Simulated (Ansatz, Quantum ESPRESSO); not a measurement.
# 1T-HfO2, layer by layer, part 2 of 7

What does each added layer of 1T-HfO2 bring in screening, and what does it do to the gap?

Quantum ESPRESSO 7.5; plane-wave DFT, PBEsol, GBRV ultrasoft pseudopotentials; geometry by Ansatz 0.2.0 with PAW datasets.

So far: The structure; Relaxation with Ansatz, 1 layer.

## (3) SCF with pw.x, 1 layer: no field

The zero-field run is the reference. tefield and dipfield are on already, so that all runs share k-points and boundary.

Level of this step: plane-wave DFT, PBEsol, GBRV ultrasoft pseudopotentials (Quantum ESPRESSO 7.5).

The input, n1.f0.in:

```
&control
  prefix = 'n1.f0'
  outdir = './out'
  pseudo_dir = './pseudo'
  calculation = 'scf'
  tprnfor = .true.
  tefield = .true.
  dipfield = .true.
/
&system
  ibrav = 0
  nat = 3
  ntyp = 2
  ecutwfc = 40
  ecutrho = 200
  occupations = 'smearing'
  smearing = 'fd'
  degauss = 0.004
  edir = 3
  emaxpos = 0.97
  eopreg = 0.04
  eamp = 0.0
  nbnd = 16
/
&electrons
  conv_thr = 1e-09
  mixing_beta = 0.4
  electron_maxstep = 120
  mixing_mode = 'plain'
/
ATOMIC_SPECIES
  O   15.9990  o_pbesol_v1.2.uspp.F.UPF
  Hf  178.4900  hf_pbesol_v1.uspp.F.UPF
CELL_PARAMETERS angstrom
  3.25150248224695 0.00000000000000 -0.00000000000000
  -1.62575124112348 2.81588375009402 0.00000000000000
  -0.00000000000000 0.00000000000000 19.51859087590000
ATOMIC_POSITIONS crystal
  O   0.666666666667 0.333333333333 0.450298592172
  Hf  -0.000000000000 0.000000000000 0.499999893591
  O   0.333333333333 0.666666666667 0.549701514236
K_POINTS automatic
  12 12 1 0 0 0
```

Run with:

```bash
$ OMP_NUM_THREADS=1 mpirun -n 4 pw.x -nk 4 -in n1.f0.in > n1.f0.out
```

Output:

```text
Program PWSCF v.7.5 starts
[citation notice left out]

     Parallel version (MPI & OpenMP), running on       4 processor cores
     Number of MPI processes:                 4
     Threads/MPI process:                     1

     MPI processes distributed on     1 nodes
[...]
Current dimensions of program PWSCF are:
     Max number of different atomic species (ntypx) = 10
     Max number of k-points (npk) =  40000
     Max angular momentum in pseudopotentials (lmaxx) =  4
     Presently no symmetry can be used with electric field

     K-points division:     npool     =       4
     Subspace diagonalization in iterative solution of the eigenvalue problem:
     a serial algorithm will be used

     G-vector sticks info
     --------------------
     sticks:   dense  smooth     PW     G-vecs:    dense   smooth      PW
     Sum         511     421    139                57533    41285    8061

     Using Slab Decomposition

     bravais-lattice index     =            0
     lattice parameter (alat)  =       6.1444  a.u.
     unit-cell volume          =    1205.9905 (a.u.)^3
     number of atoms/cell      =            3
     number of atomic types    =            2
     number of electrons       =        24.00
     number of Kohn-Sham states=           16
     kinetic-energy cutoff     =      40.0000  Ry
     charge density cutoff     =     200.0000  Ry
     scf convergence threshold =      1.0E-09
     mixing beta               =       0.4000
     number of iterations used =            8  plain     mixing
     Exchange-correlation= SLA  PW   PSX  PSC
                           (   1   4  10   8   0   0   0)

     celldm(1)=   6.144449  celldm(2)=   0.000000  celldm(3)=   0.000000
     celldm(4)=   0.000000  celldm(5)=   0.000000  celldm(6)=   0.000000

     crystal axes: (cart. coord. in units of alat)
               a(1) = (   1.000000   0.000000  -0.000000 )
               a(2) = (  -0.500000   0.866025   0.000000 )
               a(3) = (  -0.000000   0.000000   6.002945 )

     reciprocal axes: (cart. coord. in units 2 pi/alat)
               b(1) = (  1.000000  0.577350  0.000000 )
               b(2) = ( -0.000000  1.154701 -0.000000 )
               b(3) = (  0.000000  0.000000  0.166585 )

     PseudoPot. # 1 for O  read from file:
     ./pseudo/o_pbesol_v1.2.uspp.F.UPF
     Pseudo is Ultrasoft + core correction, Zval =  6.0
     Generated by new atomic code, or converted to UPF format
     Using radial grid of  737 points,  5 beta functions with:
                l(1) =   0
                l(2) =   0
                l(3) =   1
                l(4) =   1
                l(5) =   2
     Q(r) pseudized with  8 coefficients,  rinner =    0.900   0.900   0.900
                                                       0.900   0.900

     PseudoPot. # 2 for Hf read from file:
     ./pseudo/hf_pbesol_v1.uspp.F.UPF
     Pseudo is Ultrasoft + core correction, Zval = 12.0
     Generated by new atomic code, or converted to UPF format
     Using radial grid of  921 points,  8 beta functions with:
                l(1) =   0
                l(2) =   0
                l(3) =   0
                l(4) =   1
                l(5) =   1
                l(6) =   2
                l(7) =   2
                l(8) =   3
     Q(r) pseudized with  6 coefficients,  rinner =    1.200   1.200   1.200
                                                       1.200   1.200   1.200
                                                       1.200

     atomic species   valence    mass     pseudopotential
     O                 6.00    15.99900     O ( 1.00)
     Hf               12.00   178.49000     Hf( 1.00)

     No symmetry found

   Cartesian axes

     site n.     atom                  positions (alat units)
         1        O      tau(   1) = (   0.5000000   0.2886751   2.7031177  )
         2        Hf     tau(   2) = (  -0.0000000   0.0000000   3.0014719  )
         3        O      tau(   3) = (  -0.0000000   0.5773503   3.2998280  )

     number of k points=    74  Fermi-Dirac smearing, width (Ry)=  0.0040
                       cart. coord. in units 2pi/alat
        k(    1) = (   0.0000000   0.0000000   0.0000000), wk =   0.0138889
        k(    2) = (   0.0000000   0.0962250   0.0000000), wk =   0.0277778
        k(    3) = (   0.0000000   0.1924501   0.0000000), wk =   0.0277778
        k(    4) = (   0.0000000   0.2886751   0.0000000), wk =   0.0277778
        k(    5) = (   0.0000000   0.3849002   0.0000000), wk =   0.0277778
        k(    6) = (   0.0000000   0.4811252   0.0000000), wk =   0.0277778
        k(    7) = (   0.0000000  -0.5773503   0.0000000), wk =   0.0138889
        k(    8) = (   0.0833333   0.0481125   0.0000000), wk =   0.0277778
        k(    9) = (   0.0833333   0.1443376   0.0000000), wk =   0.0277778
        k(   10) = (   0.0833333   0.2405626   0.0000000), wk =   0.0277778
[...]
k(   74) = (  -0.5000000  -0.8660254   0.0000000), wk =   0.0138889

     Dense  grid:    57533 G-vectors     FFT dimensions: (  27,  27, 180)

     Smooth grid:    41285 G-vectors     FFT dimensions: (  25,  25, 150)

     Estimated max dynamical RAM per process >     153.55 MB

     Estimated total dynamical RAM >     572.07 MB

     Check: negative core charge=   -0.000016

     Initial potential from superposition of free atoms

     starting charge      22.0000, renormalised to      24.0000

     negative rho (up, down):  1.119E-01 0.000E+00

     Adding external electric field

     Computed dipole along edir(3) :
        Dipole               -0.0000 Ry au,         -0.0000 Debye
        Dipole field         -0.0000 Ry au,

        Potential amp.        0.0000 Ry
        Total length         35.4094 bohr

     Starting wfcs are   21 randomized atomic wfcs

     total cpu time spent up to now is        3.9 secs

     per-process dynamical memory:    64.7 Mb

     Self-consistent Calculation

     iteration #  1     ecut=    40.00 Ry     beta= 0.40
     Davidson diagonalization with overlap
     ethr =  1.00E-02,  avg # of iterations =  8.1

     negative rho (up, down):  1.078E-01 0.000E+00

     Adding external electric field

     Computed dipole along edir(3) :
        Dipole                0.0000 Ry au,          0.0001 Debye
        Dipole field          0.0000 Ry au,

        Potential amp.       -0.0000 Ry
        Total length         35.4094 bohr

     total cpu time spent up to now is        7.9 secs

     total energy              =    -223.37204863 Ry
     estimated scf accuracy    <       0.99879168 Ry

     iteration #  2     ecut=    40.00 Ry     beta= 0.40
[...]
negative rho (up, down):  1.072E-01 0.000E+00

[...]
Dipole                0.0000 Ry au,          0.0000 Debye
[...]
total energy              =    -223.41658825 Ry
     estimated scf accuracy    <       0.18181419 Ry

     iteration #  3     ecut=    40.00 Ry     beta= 0.40
[...]
negative rho (up, down):  1.080E-01 0.000E+00

[...]
Dipole                0.0000 Ry au,          0.0001 Debye
[...]
total energy              =    -223.42949935 Ry
     estimated scf accuracy    <       0.01961739 Ry

     iteration #  4     ecut=    40.00 Ry     beta= 0.40
[...]
negative rho (up, down):  1.089E-01 0.000E+00

[...]
Dipole               -0.0001 Ry au,         -0.0001 Debye
[...]
total energy              =    -223.43365358 Ry
     estimated scf accuracy    <       0.00117091 Ry

     iteration #  5     ecut=    40.00 Ry     beta= 0.40
[...]
negative rho (up, down):  1.093E-01 0.000E+00

[...]
Dipole                0.0001 Ry au,          0.0004 Debye
[...]
total energy              =    -223.43383666 Ry
     estimated scf accuracy    <       0.00012820 Ry

     iteration #  6     ecut=    40.00 Ry     beta= 0.40
[...]
negative rho (up, down):  1.092E-01 0.000E+00

[...]
Dipole               -0.0001 Ry au,         -0.0002 Debye
[...]
total energy              =    -223.43384417 Ry
     estimated scf accuracy    <       0.00000591 Ry

     iteration #  7     ecut=    40.00 Ry     beta= 0.40
[...]
negative rho (up, down):  1.092E-01 0.000E+00

[...]
Dipole                0.0002 Ry au,          0.0005 Debye
[...]
total energy              =    -223.43384478 Ry
     estimated scf accuracy    <       0.00000111 Ry

     iteration #  8     ecut=    40.00 Ry     beta= 0.40
[...]
negative rho (up, down):  1.092E-01 0.000E+00

[...]
Dipole               -0.0001 Ry au,         -0.0001 Debye
[...]
total energy              =    -223.43384506 Ry
     estimated scf accuracy    <       0.00000032 Ry

     iteration #  9     ecut=    40.00 Ry     beta= 0.40
[...]
negative rho (up, down):  1.092E-01 0.000E+00

[...]
Dipole               -0.0000 Ry au,         -0.0000 Debye
[...]
total energy              =    -223.43384502 Ry
     estimated scf accuracy    <       0.00000014 Ry

     iteration # 10     ecut=    40.00 Ry     beta= 0.40
[...]
negative rho (up, down):  1.092E-01 0.000E+00

[...]
Dipole               -0.0000 Ry au,         -0.0000 Debye
[...]
total energy              =    -223.43384507 Ry
     estimated scf accuracy    <       0.00000002 Ry

     iteration # 11     ecut=    40.00 Ry     beta= 0.40
[...]
negative rho (up, down):  1.092E-01 0.000E+00

[...]
Dipole               -0.0000 Ry au,         -0.0000 Debye
[...]
End of self-consistent calculation

          k = 0.0000 0.0000 0.0000 (  5187 PWs)   bands (ev):

   -64.5018 -33.3762 -32.9247 -32.9247 -21.3542 -19.4766  -7.9856  -7.9856
    -7.6239  -5.0512  -4.6717  -4.6716   0.6750   1.0128   2.3670   2.4703

          k = 0.0000 0.0962 0.0000 (  5139 PWs)   bands (ev):

   -64.4995 -33.3650 -32.9818 -32.9346 -21.2439 -19.5459  -7.9536  -7.9003
    -7.5470  -5.0251  -4.8898  -4.7711   0.6642   0.8397   1.2306   2.4852

          k = 0.0000 0.1925 0.0000 (  5131 PWs)   bands (ev):

   -64.4930 -33.3352 -33.1337 -32.9620 -20.9514 -19.7217  -7.8629  -7.6694
    -7.3561  -5.6255  -5.0073  -4.6914   0.6031   1.2595   1.6764   2.8125

          k = 0.0000 0.2887 0.0000 (  5151 PWs)   bands (ev):

   -64.4842 -33.3452 -33.2809 -32.9991 -20.6082 -19.8939  -7.8266  -7.3675
    -7.1901  -6.0396  -5.2529  -4.5148   0.5415   1.7767   1.8851   3.2031

          k = 0.0000 0.3849 0.0000 (  5131 PWs)   bands (ev):

   -64.4753 -33.5286 -33.2446 -33.0358 -20.5016 -19.8143  -8.1530  -7.1066
    -6.9448  -5.8929  -5.3985  -4.5562   0.4877   1.8027   2.2432   3.7814

          k = 0.0000 0.4811 0.0000 (  5158 PWs)   bands (ev):

   -64.4688 -33.6623 -33.2130 -33.0626 -20.5953 -19.5733  -8.5586  -6.9679
    -6.5302  -5.6657  -5.4203  -4.7529   0.4256   1.6519   2.5586   4.6261

[...]
the Fermi energy is    -2.7792 ev

!    total energy              =    -223.43384507 Ry
     estimated scf accuracy    <          4.3E-10 Ry
     smearing contrib. (-TS)   =      -0.00000000 Ry
     internal energy E=F+TS    =    -223.43384507 Ry

     The total energy is F=E-TS. E is the sum of the following terms:
     one-electron contribution =   -1021.64134759 Ry
     hartree contribution      =     511.60330080 Ry
     xc contribution           =     -89.74595318 Ry
     ewald contribution        =     376.35015489 Ry
     electric field correction =       0.00000000 Ry

     convergence has been achieved in  11 iterations

     negative rho (up, down):  1.092E-01 0.000E+00

     Forces acting on atoms (cartesian axes, Ry/au):

     atom    1 type  1   force =     0.00000001    0.00000004    0.01763703
     atom    2 type  2   force =     0.00000004    0.00000001    0.00000818
     atom    3 type  1   force =    -0.00000005   -0.00000005   -0.01764521

     Total force =     0.024948     Total SCF correction =     0.000055

[...]
=------------------------------------------------------------------------------=
   JOB DONE.
=------------------------------------------------------------------------------=
```

Run time: 45 s. Hardware: 4 MPI ranks of Intel Xeon Platinum 8259CL at 2.50GHz (Skylake/Cascade Lake), shared host; peak memory 0.71 GiB; 3 min of CPU time.

This step gave:

```
free energy                          : -3039.9723 eV
Fermi energy                         : -2.779 eV
dipole along the normal              : 0 e·Å
valence top, on the run's zero       : -4.424 eV
conduction bottom, on the run's zero : 0.3913 eV
gap by band count                    : 4.815 eV
```

The run needed 11 iterations to bring the estimated error under 1e-09 Ry; the largest force on any atom, held or free, is 0.45 eV/Å.

## (4) Potential by pp.x, 1 layer

plot_num = 11 writes the bare and Hartree potential. It leaves out exchange and correlation, which fade slowly, so it flattens close to the surface.

The input, n1.f0.pot.in:

```
&inputpp
  prefix = 'n1.f0'
  outdir = './out'
  filplot = 'n1.f0.pot.dat'
  plot_num = 11
/
```

Run with:

```bash
$ OMP_NUM_THREADS=1 mpirun -n 4 pp.x -in n1.f0.pot.in > n1.f0.pot.out
```

Output:

```text
[banner, memory and clock lines left out]
Program POST-PROC v.7.5 starts

          URL

     ./out/n1.f0.save/

     IMPORTANT: XC functional enforced from input :
     Exchange-correlation= PBESOL
                           (   1   4  10   8   0   0   0)
     Any further DFT definition will be discarded
     Please, verify this is what you really want

     Check: negative core charge=   -0.000016

     negative rho (up, down):  1.092E-01 0.000E+00

     Adding external electric field

     Computed dipole along edir(3) :
        Dipole               -0.0000 Ry au,         -0.0000 Debye
        Dipole field         -0.0000 Ry au,

        Potential amp.        0.0000 Ry
        Total length         35.4094 bohr

     Calling punch_plot, plot_num =  11

     Adding external electric field

     Computed dipole along edir(3) :
        Dipole               -0.0000 Ry au,         -0.0000 Debye
        Dipole field         -0.0000 Ry au,

        Potential amp.        0.0000 Ry
        Total length         35.4094 bohr

     Writing data to file  n1.f0.pot.dat
     Message from routine chdens:
     namelist plot not found or invalid, exiting
```

Wall time 2.2 s (4 MPI ranks); peak memory 0.22 GiB; 7.9 s of CPU time.

Numbers from this step:

* slope of the potential above: 6.37e-6 eV/Å
* upper vacuum line continued to the top atoms, over the valence top: 7.952 eV
* slope of the potential below: 4.75e-6 eV/Å
* lower vacuum line continued to the bottom atoms, over the valence top: 7.952 eV
* vacuum level at the upper face over the valence top of the mesh: 7.953 eV
* vacuum level at the lower face over the valence top of the mesh: 7.952 eV

Electrostatic potential energy of an electron, with the sawtooth; zero at the highest filled level of the SCF mesh. Table of potential energy, planar mean by z:

z (Å), potential energy, planar mean (eV) and a bar from the least value:
```
      0.0       7.95 ##############################
      0.5       7.95 ##############################
      1.0       7.95 ##############################
      1.5       7.95 ##############################
      2.0       7.95 ##############################
      2.5       7.95 ##############################
      3.0       7.95 ##############################
      3.5       7.95 ##############################
      4.0       7.95 ##############################
      4.5       7.95 ##############################
      5.0       7.95 ##############################
      5.5       7.95 ##############################
      6.0       7.95 ##############################
      6.5       7.94 ##############################
      7.0       7.90 ##############################
      7.5       7.68 ##############################
      8.0       6.38 ###########################
      8.5      -1.24 #############
      9.0      -8.30 
      9.5      -5.44 #####
     10.0      -5.36 #####
     10.5      -8.21 
     11.0      -1.70 ############
     11.5       6.29 ###########################
     12.0       7.66 #############################
     12.5       7.90 ##############################
     13.0       7.94 ##############################
     13.5       7.95 ##############################
     14.0       7.95 ##############################
     14.5       7.95 ##############################
     15.0       7.95 ##############################
     15.5       7.95 ##############################
     16.0       7.95 ##############################
     16.5       7.95 ##############################
     17.0       7.95 ##############################
     17.5       7.95 ##############################
     18.0       7.95 ##############################
     18.5       7.95 ##############################
     19.0       7.95 ##############################
```

## (5) Ground state, 1 layer: field 0.1 V/Å

eamp is the field in Hartree atomic units (1 a.u. = 51.42 V/Å). With dipfield on, it is the field in the vacuum beside an isolated sheet. The run starts from the density of the one before.

n1.f1.in is the input of step 3 with these lines changed:

```diff
@@ -1,3 +1,3 @@
 &control
-  prefix = 'n1.f0'
+  prefix = 'n1.f1'
   outdir = './out'
@@ -21,3 +21,3 @@
   eopreg = 0.04
-  eamp = 0.0
+  eamp = 0.00194469
   nbnd = 16
@@ -29,2 +29,3 @@
   mixing_mode = 'plain'
+  startingpot = 'file'
 /
```

Run with:

```bash
$ cp -r out/n1.f0.save out/n1.f1.save
$ OMP_NUM_THREADS=1 mpirun -n 4 pw.x -nk 4 -in n1.f1.in > n1.f1.out
```

Output:

```text
[banner, memory and clock lines left out]
Program PWSCF v.7.5 starts
[...]
number of electrons       =        24.00
     number of Kohn-Sham states=           16
     kinetic-energy cutoff     =      40.0000  Ry
     charge density cutoff     =     200.0000  Ry
[...]
number of k points=    74  Fermi-Dirac smearing, width (Ry)=  0.0040
[...]
Dense  grid:    57533 G-vectors     FFT dimensions: (  27,  27, 180)
[...]
The initial density is read from file :
[...]
negative rho (up, down):  1.092E-01 0.000E+00
[...]
Starting wfcs are   21 randomized atomic wfcs
[...]
negative rho (up, down):  1.092E-01 0.000E+00
[...]
estimated scf accuracy    <       0.00075510 Ry
[...]
negative rho (up, down):  1.092E-01 0.000E+00
[...]
estimated scf accuracy    <       0.00086019 Ry
[...]
negative rho (up, down):  1.092E-01 0.000E+00
[...]
estimated scf accuracy    <       0.00000577 Ry
[...]
negative rho (up, down):  1.092E-01 0.000E+00
[...]
estimated scf accuracy    <       0.00000717 Ry
[...]
negative rho (up, down):  1.092E-01 0.000E+00
[...]
estimated scf accuracy    <       0.00000006 Ry
[...]
negative rho (up, down):  1.092E-01 0.000E+00
[...]
estimated scf accuracy    <       0.00000009 Ry
[...]
negative rho (up, down):  1.092E-01 0.000E+00
[...]
estimated scf accuracy    <          1.7E-09 Ry
[...]
negative rho (up, down):  1.092E-01 0.000E+00
[...]
Computed dipole along edir(3) :
        Dipole                0.0282 Ry au,          0.0718 Debye
        Dipole field          0.0003 Ry au,
        E field amplitude [Ha a.u.]:  1.9447E-03
        Potential amp.        0.1169 Ry
        Total length         35.4094 bohr
[...]
the Fermi energy is    -2.7638 ev
!    total energy              =    -223.43389996 Ry
     estimated scf accuracy    <          2.0E-10 Ry
     smearing contrib. (-TS)   =      -0.00000000 Ry
     internal energy E=F+TS    =    -223.43389996 Ry
[...]
one-electron contribution =   -1021.64068336 Ry
     hartree contribution      =     511.60265802 Ry
     xc contribution           =     -89.74592796 Ry
     ewald contribution        =     376.35015489 Ry
     electric field correction =      -0.00010154 Ry
     convergence has been achieved in   8 iterations
     negative rho (up, down):  1.092E-01 0.000E+00
[...]
Total force =     0.025313     Total SCF correction =     0.000034
[...]
```

It took 40 s on 4 MPI ranks; peak memory 0.8 GiB.

This step gave:

| Quantity | Value |
| --- | --- |
| free energy | -3039.9731 eV |
| Fermi energy | -2.764 eV |
| dipole along the normal | 0.01495 e·Å |
| valence top, on the run's zero | -4.407 eV |
| conduction bottom, on the run's zero | 0.4076 eV |

## (6) Electrostatic potential, 1 layer

The input, n1.f1.pot.in:

```
&inputpp
  prefix = 'n1.f1'
  outdir = './out'
  filplot = 'n1.f1.pot.dat'
  plot_num = 11
/
```

Run with:

```bash
$ OMP_NUM_THREADS=1 mpirun -n 4 pp.x -in n1.f1.pot.in > n1.f1.pot.out
```

It took 2.1 s on 4 MPI ranks; peak memory 0.22 GiB.

This step gave:

* slope of the potential above: 0.1000 eV/Å
* upper vacuum line continued to the top atoms, over the valence top: 7.902 eV
* slope of the potential below: 0.1000 eV/Å
* lower vacuum line continued to the bottom atoms, over the valence top: 8.003 eV

The slope in the vacuum is 0.100 eV/Å for an applied 0.10 V/Å, as it should be.

[end of part 2 of 7]

[Logs are printed without paths, hosts, clocks, repeated set-up lines and the standing remarks that a program may print on its own settings, such as how far it seeks lower states.]

[Hosts, paths, dates, database ids (printed as entryN), source tags and the programs' standing remarks are cut or masked in the printed files.]

[Maps of the electrostatic potential energy from Ansatz leave out the sawtooth potential of an applied field or a dipole correction, so their vacuum need not be flat; planar profiles and work functions include it.]
